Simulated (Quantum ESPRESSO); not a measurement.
## Collinear magnetic orders of FeClO with Quantum ESPRESSO

Aim: find out which collinear order of FeClO costs least.

Program: Quantum ESPRESSO 7.5. Level of theory: LDA; plane waves with GBRV 1.5 LDA potentials, no spin-orbit coupling. Results are calculated unless marked as measured.

Report form: the programs' logs are mostly left out.

### Step 1. The structure

Symmetry: Pmmn, No. 59, orthorhombic system. Conventional cell: a = 3.302 Å, b = 3.780 Å, c = 7.917 Å, α = 90.00°, β = 90.00°, γ = 90.00°. Fe has 4 O at 1.96 to 2.10 Å and 2 Cl at 2.37 Å nearest. Nearest to Cl lie 2 Fe at 2.37 Å. O has 4 Fe at 1.96 to 2.10 Å nearest. Farther neighbours and most contacts between anions are not listed.

As a file:

```cif
data_structure
_symmetry_space_group_name_H-M 'P 1'
_symmetry_Int_Tables_number 1
_cell_length_a 3.3020
_cell_length_b 3.7800
_cell_length_c 7.9170
_cell_angle_alpha 90.000
_cell_angle_beta 90.000
_cell_angle_gamma 90.000
_cell_volume 98.82
loop_
_atom_site_label
_atom_site_type_symbol
_atom_site_fract_x
_atom_site_fract_y
_atom_site_fract_z
_atom_site_occupancy
Fe1 Fe 0.50000 0.00000 0.11568 1
Fe2 Fe 0.00000 0.50000 0.88432 1
Cl3 Cl 0.00000 0.00000 0.33003 1
Cl4 Cl 0.50000 0.50000 0.66997 1
O5 O 0.00000 0.00000 0.95168 1
O6 O 0.50000 0.50000 0.04832 1
```

The cell comes from the Crystallography Open Database.

### Step 2. Start 1: ferro ++

The signs are those of the starting moments on the seeded atoms, the atoms that are given a moment.

The input, pw.in:

```
&CONTROL
  calculation = 'scf'
  prefix = 'pwscf'
  outdir = './tmp'
  pseudo_dir = './pseudo'
  disk_io = 'nowf'
/
&SYSTEM
  ibrav = 0
  celldm(1) = 8
  nat = 6
  ntyp = 3
  ecutwfc = 40
  ecutrho = 280
  nbnd = 43
  occupations = 'smearing'
  smearing = 'fd'
  degauss = 0.00367493
  nspin = 2
  starting_magnetization(1) = 0.25
  starting_magnetization(2) = 0
  starting_magnetization(3) = 0
/
&ELECTRONS
  conv_thr = 1.2d-08
  electron_maxstep = 150
  mixing_beta = 0.3
/
ATOMIC_SPECIES
Fe     55.8450 fe_lda_v1.5.uspp.F.UPF
Cl     35.4500 cl_lda_v1.4.uspp.F.UPF
O      15.9990 o_lda_v1.2.uspp.F.UPF
CELL_PARAMETERS alat
   0.7799844579393    0.0000000000000    0.0000000000000
   0.0000000000000    0.8928955938857    0.0000000000000
   0.0000000000000    0.0000000000000    1.8701202160828
ATOMIC_POSITIONS crystal
Fe      0.5000000000    0.0000000000    0.1156800000
Fe      0.0000000000    0.5000000000    0.8843200000
Cl      0.0000000000    0.0000000000    0.3300300000
Cl      0.5000000000    0.5000000000    0.6699700000
O       0.0000000000    0.0000000000    0.9516800000
O       0.5000000000    0.5000000000    0.0483200000
K_POINTS automatic
6 6 6 0 0 0
```

Command:

```console
> OMP_NUM_THREADS=1 mpirun -n 4 pw.x -nk 4 -in pw.in > pw.out
```

The job ended after 100 s (4 MPI ranks of Arm Neoverse V1, shared host; peak memory 0.65 GiB).

Spin moment in the atom's sphere by atom:

```
atom  spin moment in the atom's sphere (μB)
 Fe1                                   3.33
 Fe2                                   3.33
 Cl3                                   0.23
 Cl4                                   0.23
  O5                                   0.28
  O6                                   0.28
```

Numbers from this step:

* smearing term TS: 0.06146 eV
* magnetization: 8.586 μB
* absolute magnetization: 8.589 μB
* final state: ferromagnetic

### Step 3. Run 2, typed as antiferro +−

Changes to pw.in since step 2:

```diff
@@ -11,6 +11,6 @@
   nat = 6
-  ntyp = 3
+  ntyp = 4
   ecutwfc = 40
   ecutrho = 280
-  nbnd = 43
+  nbnd = 39
   occupations = 'smearing'
@@ -20,4 +20,5 @@
   starting_magnetization(1) = 0.25
-  starting_magnetization(2) = 0
+  starting_magnetization(2) = -0.25
   starting_magnetization(3) = 0
+  starting_magnetization(4) = 0
 /
@@ -29,3 +30,4 @@
 ATOMIC_SPECIES
-Fe     55.8450 fe_lda_v1.5.uspp.F.UPF
+Fe1    55.8450 fe_lda_v1.5.uspp.F.UPF
+Fe2    55.8450 fe_lda_v1.5.uspp.F.UPF
 Cl     35.4500 cl_lda_v1.4.uspp.F.UPF
@@ -37,4 +39,4 @@
 ATOMIC_POSITIONS crystal
-Fe      0.5000000000    0.0000000000    0.1156800000
-Fe      0.0000000000    0.5000000000    0.8843200000
+Fe1     0.5000000000    0.0000000000    0.1156800000
+Fe2     0.0000000000    0.5000000000    0.8843200000
 Cl      0.0000000000    0.0000000000    0.3300300000
```

Wall time 81 s (4 MPI ranks); peak memory 0.77 GiB.

Spin moment in the atom's sphere by atom:

```
atom  spin moment in the atom's sphere (μB)
 Fe1                                   3.36
 Fe2                                  -3.36
 Cl3                                   0.20
 Cl4                                  -0.20
  O5                                  -0.04
  O6                                   0.04
```

Read from the output:

* smearing term TS: 0.03844 eV
* magnetization: 0 μB
* absolute magnetization: 8.07 μB
* final state: antiferromagnetic

### Step 4. Run 3 (no spin polarisation)

Changes to pw.in since step 3:

```diff
@@ -11,3 +11,3 @@
   nat = 6
-  ntyp = 4
+  ntyp = 3
   ecutwfc = 40
@@ -18,7 +18,2 @@
   degauss = 0.00367493
-  nspin = 2
-  starting_magnetization(1) = 0.25
-  starting_magnetization(2) = -0.25
-  starting_magnetization(3) = 0
-  starting_magnetization(4) = 0
 /
@@ -30,4 +25,3 @@
 ATOMIC_SPECIES
-Fe1    55.8450 fe_lda_v1.5.uspp.F.UPF
-Fe2    55.8450 fe_lda_v1.5.uspp.F.UPF
+Fe     55.8450 fe_lda_v1.5.uspp.F.UPF
 Cl     35.4500 cl_lda_v1.4.uspp.F.UPF
@@ -39,4 +33,4 @@
 ATOMIC_POSITIONS crystal
-Fe1     0.5000000000    0.0000000000    0.1156800000
-Fe2     0.0000000000    0.5000000000    0.8843200000
+Fe      0.5000000000    0.0000000000    0.1156800000
+Fe      0.0000000000    0.5000000000    0.8843200000
 Cl      0.0000000000    0.0000000000    0.3300300000
```

It took 37 s on 4 MPI ranks; peak memory 0.48 GiB.

This step gave:

- smearing term TS: 0.1046 eV
- final state: non-magnetic (no spin polarisation)

### Step 5. The states side by side

An order is kept where moments of 0.15 μB or more survive with the typed signs; meshes match where a doubled cell samples the same k points as the first cell.

Orders:

```
               start        final state  typed order kept  energy over the lowest (meV a seeded atom)  largest site moment (μB)  net moment (μB a cell of the first run)  mesh matched  CPU time (s)
            ferro ++      ferromagnetic               yes                                       119.1                      3.33                                    8.586           yes         397.5
        antiferro +-  antiferromagnetic               yes                                           0                      3.36                                        0           yes         323.5
no spin polarisation       non-magnetic                 -                                       609.1                         0                                        0           yes         147.7
```

### Step 6. Summary of results

```json
{
  "lowest state found": "antiferromagnetic (from antiferro +-)",
  "largest site moment": "3.36 μB",
  "next state with moments": "ferromagnetic, 119 meV a seeded atom higher",
  "state without moments": "609 meV a seeded atom higher"
}
```

Forming the moments gains more than four times the spread of the orders, as local moments do. This is the lowest of 3 collinear or spinless starts, no proof of the ground state. No Hubbard term acts here. In such compounds local and semilocal functionals without one often delocalise the d electrons, and can shrink or lose moments and miss the size, sign and order of the couplings. The smearing term is large for its width, so states at the Fermi level are partly filled: at this level the cell is a metal or has a gap of a few widths at most.

[Logs and program files are shortened in this print: banners, set-up blocks, solver, clock and traceback lines can be left out without a mark of their own.]

[Logs are printed without paths, hosts, clocks, repeated set-up lines and the standing remarks that a program may print on its own settings, such as how far it seeks lower states.]

[Hosts, paths, dates, database ids (printed as entryN), source tags and the programs' standing remarks are cut or masked in the printed files.]

[Where a cell is said to come from a database of computed structures, the database is the Materials Project.]
